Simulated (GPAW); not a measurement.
# Core-hole calculation of the Mg K edge in LiMg (P-6m2)

Aim: the near-edge shape at the Mg K edge of LiMg (P-6m2), and what the core hole does to it.

Main program and level: GPAW 26.7.0; X-ray absorption from dipole matrix elements to empty bands, plane-wave PAW LDA.

Most raw output is cut from this account.

### Step 1. The starting structure

Symmetry: P-6m2, No. 187, hexagonal system. The conventional cell has a = 3.108 Å, b = 3.108 Å, c = 5.025 Å, α = 90.00°, β = 90.00°, γ = 120.00°. Nearest to Mg lie 6 Li at 3.09 Å and 6 Mg at 3.11 Å. Li has 6 Mg at 3.09 Å and 6 Li at 3.11 Å nearest. Farther neighbours are not listed.

As a file:

```cif
data_structure
_symmetry_space_group_name_H-M 'P 1'
_symmetry_Int_Tables_number 1
_cell_length_a 3.1085
_cell_length_b 3.1085
_cell_length_c 5.0255
_cell_angle_alpha 90.000
_cell_angle_beta 90.000
_cell_angle_gamma 120.000
_cell_volume 42.05
loop_
_atom_site_label
_atom_site_type_symbol
_atom_site_fract_x
_atom_site_fract_y
_atom_site_fract_z
_atom_site_occupancy
Mg1 Mg 0.66667 0.33333 0.50000 1
Li2 Li 0.00000 0.00000 0.00000 1
```

### Step 2. The field without a hole

A plain self-consistent run shows whether there is a gap, which decides the set-up of the core-hole run.

File scf.py:

```python
import numpy as np
from ase import Atoms
from ase.parallel import parprint, paropen
from gpaw import GPAW, PW, FermiDirac, Mixer, MixerDif, setup_paths
from gpaw.test import gen
setup_paths.insert(0, '.')
gen('Mg', name='nch1s', xcname='LDA', corehole=(1, 0, 0), write_xml=True)
from gpaw.mpi import world
world.barrier()

atoms = Atoms('MgLi',
    cell=[[3.10849752, 0, 0],
     [-1.55424876, 2.69203782, 0],
     [0, 0, 5.02546768]],
    scaled_positions=[[0.66666667, 0.33333333, 0.5],
     [0, 0, 0]],
    pbc=True)
atoms.calc = calc = GPAW(legacy_gpaw=True, mode=PW(500, force_complex_dtype=True), xc='LDA', setups={0: 'nch1s'},
    kpts={'size': (9, 9, 5), 'gamma': True}, occupations=FermiDirac(0.05),
    charge=0, mixer=Mixer(0.1, 5, 50), maxiter=150,
    convergence={'density': 0.0001, 'eigenstates': 1e-6}, txt='scf.txt')
energy = atoms.get_potential_energy() + calc.get_reference_energy()
ef = calc.get_fermi_level()
out = dict(energy=energy, fermi=ef, forces=atoms.get_forces().tolist())
parprint(f'all-electron energy {energy:.4f} eV, Fermi level {ef:.4f} eV')
ev = np.array([[calc.get_eigenvalues(k, s) for k in range(len(calc.get_ibz_k_points()))] for s in range(calc.get_number_of_spins())])
out['homo'], out['lumo'], out['counts'] = ev[ev < ef].max(), ev[ev > ef].min(), sorted(set((ev < ef).sum((0, 2)).tolist()))
out['filled'] = (ev[:, 0] < ef).sum(1).tolist()
import json
with paropen('out.json', 'w') as f:
    json.dump(out, f)
```

On the command line:

```
OMP_NUM_THREADS=1 mpirun -n 4 gpaw python scf.py
```

It took 7.4 s on 4 MPI ranks of Intel Xeon Platinum 8488C (Sapphire Rapids), shared host; peak memory 0.16 GiB; 28 s of CPU time.

The mesh shows no gap, so the system is treated as a metal and the core electron is put at the Fermi level (neutral cell).

### Step 3. Spectrum without a core hole, Mg atom 1

Without a hole the spectrum is the empty density of states of the right symmetry on the absorber, weighted by matrix elements. It needs only the small cell and serves as the baseline. The data set with a hole of occupation 0 only carries the core orbital.

The absorber has 6 Li at 3.09 Å and 6 Mg at 3.11 Å (anticuboctahedral, as in hcp, site symmetry -6m2).

File xas.py:

```python
import numpy as np
from ase import Atoms
from ase.parallel import parprint, paropen
from gpaw import GPAW, PW, FermiDirac, Mixer, MixerDif, setup_paths
from gpaw.test import gen
setup_paths.insert(0, '.')
gen('Mg', name='nch1s', xcname='LDA', corehole=(1, 0, 0), write_xml=True)
from gpaw.mpi import world
world.barrier()

atoms = Atoms('MgLi',
    cell=[[3.10849752, 0, 0],
     [-1.55424876, 2.69203782, 0],
     [0, 0, 5.02546768]],
    scaled_positions=[[0.66666667, 0.33333333, 0.5],
     [0, 0, 0]],
    pbc=True)
atoms.calc = calc = GPAW(legacy_gpaw=True, mode=PW(500, force_complex_dtype=True), xc='LDA', setups={0: 'nch1s'},
    kpts={'size': (13, 13, 7), 'gamma': True}, occupations=FermiDirac(0.1),
    charge=0, mixer=Mixer(0.1, 5, 50), maxiter=150,
    convergence={'density': 0.0001, 'eigenstates': 1e-6}, txt='scf.txt')
energy = atoms.get_potential_energy() + calc.get_reference_energy()
ef = calc.get_fermi_level()
out = dict(energy=energy, fermi=ef, forces=atoms.get_forces().tolist())
parprint(f'all-electron energy {energy:.4f} eV, Fermi level {ef:.4f} eV')
ev = np.array([[calc.get_eigenvalues(k, s) for k in range(len(calc.get_ibz_k_points()))] for s in range(calc.get_number_of_spins())])
out['homo'], out['lumo'], out['counts'] = ev[ev < ef].max(), ev[ev > ef].min(), sorted(set((ev < ef).sum((0, 2)).tolist()))
out['filled'] = (ev[:, 0] < ef).sum(1).tolist()

from ase.units import Ha
from gpaw.xas import dipole_matrix_elements
nb = int(calc.get_number_of_electrons() / 2) + 28
top = nb
nscf = calc.fixed_density(kpts={'size': (9, 9, 5), 'gamma': True},
    convergence={'eigenstates': 1.0}, txt='nscf.txt')
nscf.diagonalize_full_hamiltonian(nbands=nb)
cell = atoms.cell.array
ops = [cell.T @ U.T @ np.linalg.inv(cell.T) for U in nscf.wfs.kd.symmetry.op_scc]
E = np.arange(-25, 34, 0.1)
fwhm = np.interp(E, [4, 25], [0.9, 3.5])
Y, X, zero, highest = 0, 0, 1e9, 1e9
for spin in range(nscf.get_number_of_spins()):
    wfs = nscf.wfs
    mine = wfs.bd.get_slice()  # this rank's bands
    A = dipole_matrix_elements(wfs.setups[0])
    eps = np.zeros((wfs.kd.nibzkpts, nb))
    d = np.zeros((3, A.shape[1], wfs.kd.nibzkpts, nb), complex)
    for kpt in wfs.kpt_u:
        if kpt.s == spin and 0 in kpt.P_ani:
            eps[kpt.k, mine] = kpt.eps_n * Ha
            d[:, :, kpt.k, mine] = (kpt.weight * wfs.nspins / 2) ** 0.5 * np.inner(A, kpt.P_ani[0])
    world.sum(eps)
    world.sum(d)
    T = np.einsum('amkn,bmkn->abkn', d, d.conj()).real
    T = sum(np.einsum('ai,ijkn,bj->abkn', R, T, R) for R in ops) / len(ops)
    empty = eps > ef
    zero, highest = min(zero, eps[empty].min()), min(highest, eps[:, top - 1].min())
    lines = [(eps, T, empty)] if spin == 0 else lines + [(eps, T, empty)]
for eps, T, empty in lines:
    f = np.einsum('aakn->akn', T).reshape(3, -1)
    x = eps.ravel() - zero
    w = np.interp(x, E, fwhm) / 2.35482
    g = np.exp(-0.5 * ((E[:, None] - x) / w) ** 2) / (w * (2 * np.pi) ** 0.5)
    Y = Y + (f * empty.ravel()) @ g.T
    X = X + (f * ~empty.ravel()) @ g.T
out.update(E=E.round(2).tolist(), xas=Y.tolist(), xes=X.tolist(), zero=zero, valid=highest - zero, nk=len(eps), nb=nb)
for i in range(0, len(E), 10):
    parprint(f'{E[i]:7.2f}', *(f'{v:10.3e}' for v in Y[:, i]))
import json
with paropen('out.json', 'w') as f:
    json.dump(out, f)
```

On the command line:

```
OMP_NUM_THREADS=1 mpirun -n 4 gpaw python xas.py
```

Wall time 61 s (4 MPI ranks); peak memory 0.31 GiB; 4 min of CPU time.

The Mg K spectrum, Mg atom 1, no core hole (energy from the lowest empty level; intensity scaled to a mean of 1 over the first 20 eV; polarised curves are means over the symmetry-equivalent atoms):

| E (eV) | isotropic | ε ⊥ c | ε ∥ c |
| --- | --- | --- | --- |
| -2.0 | 0.00 | 0.00 | 0.00 |
| -1.0 | 0.01 | 0.00 | 0.01 |
| 0.0 | 0.37 | 0.33 | 0.44 |
| 1.0 | 0.75 | 0.76 | 0.72 |
| 2.0 | 0.71 | 0.74 | 0.67 |
| 3.0 | 0.70 | 0.66 | 0.76 |
| 4.0 | 0.67 | 0.72 | 0.56 |
| 5.0 | 0.79 | 0.84 | 0.69 |
| 6.0 | 0.83 | 0.80 | 0.90 |
| 7.0 | 0.90 | 0.91 | 0.88 |
| 8.0 | 1.00 | 1.06 | 0.86 |
| 9.0 | 1.07 | 1.09 | 1.04 |
| 10.0 | 1.24 | 1.11 | 1.49 |
| 11.0 | 1.32 | 1.06 | 1.85 |
| 12.0 | 1.26 | 1.14 | 1.50 |
| 13.0 | 1.33 | 1.33 | 1.32 |
| 14.0 | 1.31 | 1.26 | 1.42 |
| 15.0 | 1.31 | 1.29 | 1.33 |
| 16.0 | 1.24 | 1.39 | 0.94 |
| 17.0 | 1.11 | 1.30 | 0.72 |
| 18.0 | 0.96 | 1.14 | 0.62 |
| 19.0 | 0.83 | 1.00 | 0.49 |
| 20.0 | 0.75 | 0.91 | 0.43 |
| 21.0 | 0.73 | 0.85 | 0.51 |
| 22.0 | 0.72 | 0.75 | 0.68 |
| 23.0 | 0.71 | 0.65 | 0.85 |
| 24.0 | 0.72 | 0.58 | 0.99 |
| 25.0 | 0.70 | 0.54 | 1.03 |
| 26.0 | 0.66 | 0.50 | 0.97 |
| 27.0 | 0.62 | 0.50 | 0.86 |
| 28.0 | 0.62 | 0.55 | 0.77 |
| 29.0 | 0.70 | 0.67 | 0.75 |
| 30.0 | 0.81 | 0.81 | 0.79 |
| 31.0 | 0.88 | 0.90 | 0.84 |
| 32.0 | 0.90 | 0.91 | 0.88 |

Main maxima below 24 eV (height): 0.8 eV (0.83), 2.3 eV (0.78), 3.5 eV (0.82), 6.6 eV (0.93), 10.9 eV (1.33) and 13.3 eV (1.33). A K edge sees empty p states on the absorber.

The same matrix elements for filled bands give the Mg K emission of Mg atom 1 (ground-state approximation; energy from the lowest empty level, largest value 1):

| E (eV) | emission |
| --- | --- |
| -24.00 | 0.00 |
| -23.25 | 0.00 |
| -22.50 | 0.00 |
| -21.75 | 0.00 |
| -21.00 | 0.00 |
| -20.25 | 0.00 |
| -19.50 | 0.00 |
| -18.75 | 0.00 |
| -18.00 | 0.00 |
| -17.25 | 0.00 |
| -16.50 | 0.00 |
| -15.75 | 0.00 |
| -15.00 | 0.00 |
| -14.25 | 0.00 |
| -13.50 | 0.00 |
| -12.75 | 0.00 |
| -12.00 | 0.00 |
| -11.25 | 0.00 |
| -10.50 | 0.00 |
| -9.75 | 0.00 |
| -9.00 | 0.00 |
| -8.25 | 0.00 |
| -7.50 | 0.00 |
| -6.75 | 0.00 |
| -6.00 | 0.00 |
| -5.25 | 0.05 |
| -4.50 | 0.13 |
| -3.75 | 0.23 |
| -3.00 | 0.33 |
| -2.25 | 0.57 |
| -1.50 | 0.70 |
| -0.75 | 0.99 |
| 0.00 | 0.40 |
| 0.75 | 0.01 |
| 1.50 | 0.00 |
| 2.25 | 0.00 |
| 3.00 | 0.00 |

Emission maxima: -0.8 eV (1.00).

### Step 4. Supercell without a hole, the energy reference

The photon energy needs a difference of total energies, so the cell and mesh of the coming hole run are first run without a hole.

scf.py, as its differences from that of step 2:

```diff
@@ -10,11 +10,17 @@
 
-atoms = Atoms('MgLi',
-    cell=[[3.10849752, 0, 0],
-     [-1.55424876, 2.69203782, 0],
-     [0, 0, 5.02546768]],
-    scaled_positions=[[0.66666667, 0.33333333, 0.5],
-     [0, 0, 0]],
+atoms = Atoms('Mg4Li4',
+    cell=[[-3.10849752, 0, -5.02546768],
+     [3.10849752, 0, -5.02546768],
+     [3.10849752, -5.38407564, 0]],
+    scaled_positions=[[0.41666667, 0.08333333, 0.83333333],
+     [0.41666667, 0.08333333, 0.33333333],
+     [0.91666667, 0.58333333, 0.83333333],
+     [0.91666667, 0.58333333, 0.33333333],
+     [0, 0, 0],
+     [0, 0, 0.5],
+     [0.5, 0.5, 0],
+     [0.5, 0.5, 0.5]],
     pbc=True)
 atoms.calc = calc = GPAW(legacy_gpaw=True, mode=PW(500, force_complex_dtype=True), xc='LDA', setups={0: 'nch1s'},
-    kpts={'size': (9, 9, 5), 'gamma': True}, occupations=FermiDirac(0.05),
+    kpts={'size': (4, 4, 4), 'gamma': True}, occupations=FermiDirac(0.1),
     charge=0, mixer=Mixer(0.1, 5, 50), maxiter=150,
```

On the command line:

```
OMP_NUM_THREADS=1 mpirun -n 4 gpaw python scf.py
```

It took 29 s on 4 MPI ranks; peak memory 0.26 GiB; 1.9 min of CPU time.

Reference energy: -22523.259 eV with the cores included.

### Step 5. Spectrum with XCH, Mg atom 1

The holes are 5.9 Å apart. In GPAW the data set carries the hole's charge, so charge=0 means a charged cell and charge=-1 a neutral one. The excited electron is kept in the cell, where it fills the lowest empty states and screens the hole. After the field has converged, empty bands are computed with the density fixed and the dipole matrix elements are summed.

xas.py, as its differences from that of step 3:

```diff
@@ -6,3 +6,3 @@
 setup_paths.insert(0, '.')
-gen('Mg', name='nch1s', xcname='LDA', corehole=(1, 0, 0), write_xml=True)
+gen('Mg', name='fch1s', xcname='LDA', corehole=(1, 0, 1), write_xml=True)
 from gpaw.mpi import world
@@ -10,12 +10,18 @@
 
-atoms = Atoms('MgLi',
-    cell=[[3.10849752, 0, 0],
-     [-1.55424876, 2.69203782, 0],
-     [0, 0, 5.02546768]],
-    scaled_positions=[[0.66666667, 0.33333333, 0.5],
-     [0, 0, 0]],
+atoms = Atoms('Mg4Li4',
+    cell=[[-3.10849752, 0, -5.02546768],
+     [3.10849752, 0, -5.02546768],
+     [3.10849752, -5.38407564, 0]],
+    scaled_positions=[[0.41666667, 0.08333333, 0.83333333],
+     [0.41666667, 0.08333333, 0.33333333],
+     [0.91666667, 0.58333333, 0.83333333],
+     [0.91666667, 0.58333333, 0.33333333],
+     [0, 0, 0],
+     [0, 0, 0.5],
+     [0.5, 0.5, 0],
+     [0.5, 0.5, 0.5]],
     pbc=True)
-atoms.calc = calc = GPAW(legacy_gpaw=True, mode=PW(500, force_complex_dtype=True), xc='LDA', setups={0: 'nch1s'},
-    kpts={'size': (13, 13, 7), 'gamma': True}, occupations=FermiDirac(0.1),
-    charge=0, mixer=Mixer(0.1, 5, 50), maxiter=150,
+atoms.calc = calc = GPAW(legacy_gpaw=True, mode=PW(500, force_complex_dtype=True), xc='LDA', setups={0: 'fch1s'},
+    kpts={'size': (4, 4, 4), 'gamma': True}, occupations=FermiDirac(0.1),
+    charge=-1, mixer=Mixer(0.1, 5, 50), maxiter=150,
     convergence={'density': 0.0001, 'eigenstates': 1e-6}, txt='scf.txt')
@@ -31,10 +37,9 @@
 from gpaw.xas import dipole_matrix_elements
-nb = int(calc.get_number_of_electrons() / 2) + 28
-top = nb
-nscf = calc.fixed_density(kpts={'size': (9, 9, 5), 'gamma': True},
-    convergence={'eigenstates': 1.0}, txt='nscf.txt')
-nscf.diagonalize_full_hamiltonian(nbands=nb)
+nb = int(calc.get_number_of_electrons() / 2) + 103
+top, nb = nb, nb + 8 + nb // 12
+nscf = calc.fixed_density(kpts={'size': (5, 5, 5), 'gamma': True}, nbands=nb,
+    convergence={'bands': top, 'eigenstates': 5e-3}, maxiter=60, txt='nscf.txt')
 cell = atoms.cell.array
 ops = [cell.T @ U.T @ np.linalg.inv(cell.T) for U in nscf.wfs.kd.symmetry.op_scc]
-E = np.arange(-25, 34, 0.1)
+E = np.arange(-6, 34, 0.1)
 fwhm = np.interp(E, [4, 25], [0.9, 3.5])
```

On the command line:

```
OMP_NUM_THREADS=1 mpirun -n 4 gpaw python xas.py
```

The job ended after 86 s (4 MPI ranks; peak memory 0.44 GiB; 5.7 min of CPU time).

The Mg K spectrum, Mg atom 1, excited-electron core hole (neutral cell) (energy from the lowest empty level; intensity scaled to a mean of 1 over the first 20 eV; polarised curves are means over the symmetry-equivalent atoms):

| E (eV) | isotropic | ε ⊥ c | ε ∥ c |
| --- | --- | --- | --- |
| -2.0 | 0.00 | 0.00 | 0.00 |
| -1.0 | 0.00 | 0.00 | 0.01 |
| 0.0 | 0.34 | 0.26 | 0.52 |
| 1.0 | 1.06 | 1.24 | 0.69 |
| 2.0 | 0.98 | 0.96 | 1.01 |
| 3.0 | 0.77 | 0.72 | 0.88 |
| 4.0 | 1.05 | 1.13 | 0.88 |
| 5.0 | 0.95 | 0.91 | 1.04 |
| 6.0 | 1.18 | 1.24 | 1.06 |
| 7.0 | 1.26 | 1.30 | 1.19 |
| 8.0 | 1.36 | 1.36 | 1.36 |
| 9.0 | 1.24 | 1.07 | 1.57 |
| 10.0 | 1.34 | 1.05 | 1.92 |
| 11.0 | 1.21 | 1.16 | 1.30 |
| 12.0 | 1.13 | 1.27 | 0.86 |
| 13.0 | 1.07 | 1.12 | 0.97 |
| 14.0 | 1.09 | 1.13 | 1.01 |
| 15.0 | 1.05 | 1.21 | 0.73 |
| 16.0 | 0.85 | 1.00 | 0.53 |
| 17.0 | 0.71 | 0.82 | 0.48 |
| 18.0 | 0.63 | 0.73 | 0.43 |
| 19.0 | 0.58 | 0.66 | 0.41 |
| 20.0 | 0.58 | 0.63 | 0.48 |
| 21.0 | 0.60 | 0.59 | 0.64 |
| 22.0 | 0.65 | 0.54 | 0.86 |
| 23.0 | 0.67 | 0.50 | 1.00 |
| 24.0 | 0.65 | 0.47 | 1.00 |
| 25.0 | 0.61 | 0.46 | 0.91 |
| 26.0 | 0.60 | 0.50 | 0.79 |
| 27.0 | 0.63 | 0.59 | 0.70 |
| 28.0 | 0.70 | 0.72 | 0.68 |
| 29.0 | 0.79 | 0.83 | 0.71 |
| 30.0 | 0.85 | 0.89 | 0.77 |
| 31.0 | 0.87 | 0.89 | 0.82 |
| 32.0 | 0.83 | 0.83 | 0.84 |

Main maxima below 24 eV (height): 1.0 eV (1.06), 3.9 eV (1.05), 7.7 eV (1.38), 10.0 eV (1.34), 14.3 eV (1.10) and 23.0 eV (0.67). 

The total-energy difference is 1307.33 eV. One term is added: -12.89 eV, since the hole is spin-paired here and a spin-polarised one costs that much less in the free atom (computed apart). The photon energy is then 1294.43 eV. The tabulated edge of the element is 1303 eV. The functional leaves an error in such absolute values: in the free atom LDA prices this hole 6.5 eV below PBE (computed apart), and PBE is itself good to a few eV.

### Step 6. Spectrum with XCH, Mg atom 1

This attempt departs from the first core-hole run: charge keyword to -2.

xas.py, as its differences from that of step 5:

```diff
@@ -25,3 +25,3 @@
     kpts={'size': (4, 4, 4), 'gamma': True}, occupations=FermiDirac(0.1),
-    charge=-1, mixer=Mixer(0.1, 5, 50), maxiter=150,
+    charge=-2, mixer=Mixer(0.1, 5, 50), maxiter=150,
     convergence={'density': 0.0001, 'eigenstates': 1e-6}, txt='scf.txt')
@@ -39,3 +39,3 @@
 top, nb = nb, nb + 8 + nb // 12
-nscf = calc.fixed_density(kpts={'size': (5, 5, 5), 'gamma': True}, nbands=nb,
+nscf = calc.fixed_density(kpts={'size': (4, 4, 4), 'gamma': True}, nbands=nb,
     convergence={'bands': top, 'eigenstates': 5e-3}, maxiter=60, txt='nscf.txt')
```

Wall time 60 s (4 MPI ranks); peak memory 0.39 GiB.

The run finished. A setting was moved off its sound value on purpose, so it serves as a test and not as the result.

The fault put into the input: the charge keyword adds two electrons for one core hole.

This run also has another mesh (4×4×4 against 5×5×5), so the 10 % r.m.s. difference can't be laid on the changed setting alone. The highest intensity below 16 eV goes from 7.7 eV (1.38) to 7.5 eV (1.50).

| E (eV) | first run | this run |
| --- | --- | --- |
| -2.0 | 0.00 | 0.00 |
| -0.5 | 0.07 | 0.07 |
| 1.0 | 1.06 | 0.77 |
| 2.5 | 0.79 | 0.85 |
| 4.0 | 1.05 | 0.82 |
| 5.5 | 1.12 | 1.30 |
| 7.0 | 1.26 | 1.35 |
| 8.5 | 1.27 | 1.21 |
| 10.0 | 1.34 | 1.41 |
| 11.5 | 1.15 | 1.08 |
| 13.0 | 1.07 | 1.16 |
| 14.5 | 1.10 | 1.02 |
| 16.0 | 0.85 | 0.89 |
| 17.5 | 0.67 | 0.63 |
| 19.0 | 0.58 | 0.58 |
| 20.5 | 0.59 | 0.63 |
| 22.0 | 0.65 | 0.66 |
| 23.5 | 0.66 | 0.65 |
| 25.0 | 0.61 | 0.62 |
| 26.5 | 0.61 | 0.63 |
| 28.0 | 0.70 | 0.72 |
| 29.5 | 0.82 | 0.84 |
| 31.0 | 0.87 | 0.88 |

### Step 7. What the core hole does

Both curves are counted from their own zero, so only the shift of weight within the empty states shows.

| E (eV) | no hole | XCH |
| --- | --- | --- |
| -2.0 | 0.00 | 0.00 |
| -1.0 | 0.01 | 0.00 |
| 0.0 | 0.37 | 0.34 |
| 1.0 | 0.75 | 1.06 |
| 2.0 | 0.71 | 0.98 |
| 3.0 | 0.70 | 0.77 |
| 4.0 | 0.67 | 1.05 |
| 5.0 | 0.79 | 0.95 |
| 6.0 | 0.83 | 1.18 |
| 7.0 | 0.90 | 1.26 |
| 8.0 | 1.00 | 1.36 |
| 9.0 | 1.07 | 1.24 |
| 10.0 | 1.24 | 1.34 |
| 11.0 | 1.32 | 1.21 |
| 12.0 | 1.26 | 1.13 |
| 13.0 | 1.33 | 1.07 |
| 14.0 | 1.31 | 1.09 |
| 15.0 | 1.31 | 1.05 |
| 16.0 | 1.24 | 0.85 |
| 17.0 | 1.11 | 0.71 |
| 18.0 | 0.96 | 0.63 |
| 19.0 | 0.83 | 0.58 |
| 20.0 | 0.75 | 0.58 |
| 21.0 | 0.73 | 0.60 |
| 22.0 | 0.72 | 0.65 |
| 23.0 | 0.71 | 0.67 |
| 24.0 | 0.72 | 0.65 |
| 25.0 | 0.70 | 0.61 |
| 26.0 | 0.66 | 0.60 |
| 27.0 | 0.62 | 0.63 |
| 28.0 | 0.62 | 0.70 |
| 29.0 | 0.70 | 0.79 |
| 30.0 | 0.81 | 0.85 |
| 31.0 | 0.88 | 0.87 |
| 32.0 | 0.90 | 0.83 |

With each curve scaled to its own mean, the area from −2 to 6 eV with the hole is 5.7 against 4.4, and the centre of weight from −1 to 20 eV moves by -1.3 eV: the hole pulls the absorber's empty states down.

### Step 8. What came out

```yaml
absorber_and_edge: Mg K, atom 1 of the ground-state input (counted from 1)
surroundings: 6 Li at 3.09 Å and 6 Mg at 3.11 Å (anticuboctahedral, as in hcp, site symmetry -6m2)
highest_intensity_below_16_ev: 7.7 eV above the zero, height 1.38
photon_energy_of_the_zero_with_the_added_terms: 1294.4 eV (raw 1307.3 eV; LDA puts this hole about 6 eV below PBE, itself good to a few eV)
```

**Reading.** The Mg K edge of atom 1, with 6 Li at 3.09 Å and 6 Mg at 3.11 Å (anticuboctahedral, as in hcp, site symmetry -6m2), has its highest intensity of the first 16 eV at 7.7 eV above the zero, near 1302 eV in photon energy (LDA puts this hole about 6 eV below PBE, itself good to a few eV), 1.4 times the mean level of the first 20 eV (Gaussian full width 0.9 eV up to 4 eV, rising linearly to 3.5 eV at 25 eV). With each curve scaled to its own mean, the area from −2 to 6 eV with the hole is 5.7 against 4.4, and the centre of weight from −1 to 20 eV moves by -1.3 eV: the hole pulls the absorber's empty states down. At the Mg K edge of atom 1 polarisation matters most near 9.9 eV, where the curves differ by 0.9 on this scale. The holes are only 5.9 Å apart, so the shape is probably not converged with cell size; no larger cell was run here. The mesh is coarse (0.26 Å⁻¹ between points), so small maxima may be mesh ripples. The structure is a computed Materials Project entry and may be a hypothetical form.

[Logs are printed without paths, hosts, clocks, repeated set-up lines and the standing remarks that a program may print on its own settings, such as how far it seeks lower states.]

[Hosts, paths, dates, database ids (printed as entryN), source tags and the programs' standing remarks are cut or masked in the printed files.]

[Lists of maxima count a maximum above −3 eV only where it reaches 4 % of the highest in the window and stands out from its surroundings by 2 % of it (1.5 % where it reaches 55 %); shoulders and weaker maxima are passed over, and of the rest the first, up to two pre-edge ones and the few strongest are named.]
